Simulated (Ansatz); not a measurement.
An input for Ansatz 0.2.0 (AlH3 (Fd-3m)):

```yaml
crystal:
  lattice:
    - [0.0, 4.48935055, 4.48935055]
    - [4.48935055, 0.0, 4.48935055]
    - [4.48935055, 4.48935055, 0.0]
  atoms:
    - { symbol: Al, position: [0.625, 0.125, 0.125] }
    - { symbol: Al, position: [0.125, 0.625, 0.125] }
    - { symbol: Al, position: [0.125, 0.125, 0.625] }
    - { symbol: Al, position: [0.125, 0.125, 0.125] }
    - { symbol: H, position: [0.80509041, 0.80509041, 0.19490959] }
    - { symbol: H, position: [0.19490959, 0.19490959, 0.80509041] }
    - { symbol: H, position: [0.80509041, 0.19490959, 0.80509041] }
    - { symbol: H, position: [0.19490959, 0.80509041, 0.19490959] }
    - { symbol: H, position: [0.19490959, 0.80509041, 0.80509041] }
    - { symbol: H, position: [0.80509041, 0.19490959, 0.19490959] }
    - { symbol: H, position: [0.44490959, 0.44490959, 0.05509041] }
    - { symbol: H, position: [0.05509041, 0.05509041, 0.44490959] }
    - { symbol: H, position: [0.44490959, 0.05509041, 0.44490959] }
    - { symbol: H, position: [0.05509041, 0.44490959, 0.05509041] }
    - { symbol: H, position: [0.05509041, 0.44490959, 0.44490959] }
    - { symbol: H, position: [0.44490959, 0.05509041, 0.05509041] }
kpoints:
  mp_grid: { grid: [4, 4, 4] }
hamiltonian:
  xc: lda
scf:
  occupations: { method: fixed }
dielectric: {}
```

```sh
ansatz run input.yaml --threads 3 --pin off --max-ram 92160MiB --backend cuda --events-out ev --progress --plain --runs-dir out --devices 1 --max-vram 13GiB
```

**Question.** How long will it take on 1 × NVIDIA H100 80GB HBM3 (shared by 6 runs) with 3 threads of AMD EPYC 7R13 (Zen 3), shared host, and how much memory?

It took 33 s; on shared hardware allow 16 s to 65 s. Peak host memory was 1.2 GiB.

[Paths, hosts, dates, memory and timing lines, banners, echoed tables and standing remarks are left out of the program output.]

[Logs are printed without paths, hosts, clocks, repeated set-up lines and the standing remarks that a program may print on its own settings, such as how far it seeks lower states.]

[Runs of the session that timed out or met a known fault of the program may be left out.]

[Cells called generated may have been cut or substituted from an entry of the Crystallography Open Database or the Materials Project.]

[Hosts, paths, dates, database ids (printed as entryN), source tags and the programs' standing remarks are cut or masked in the printed files.]
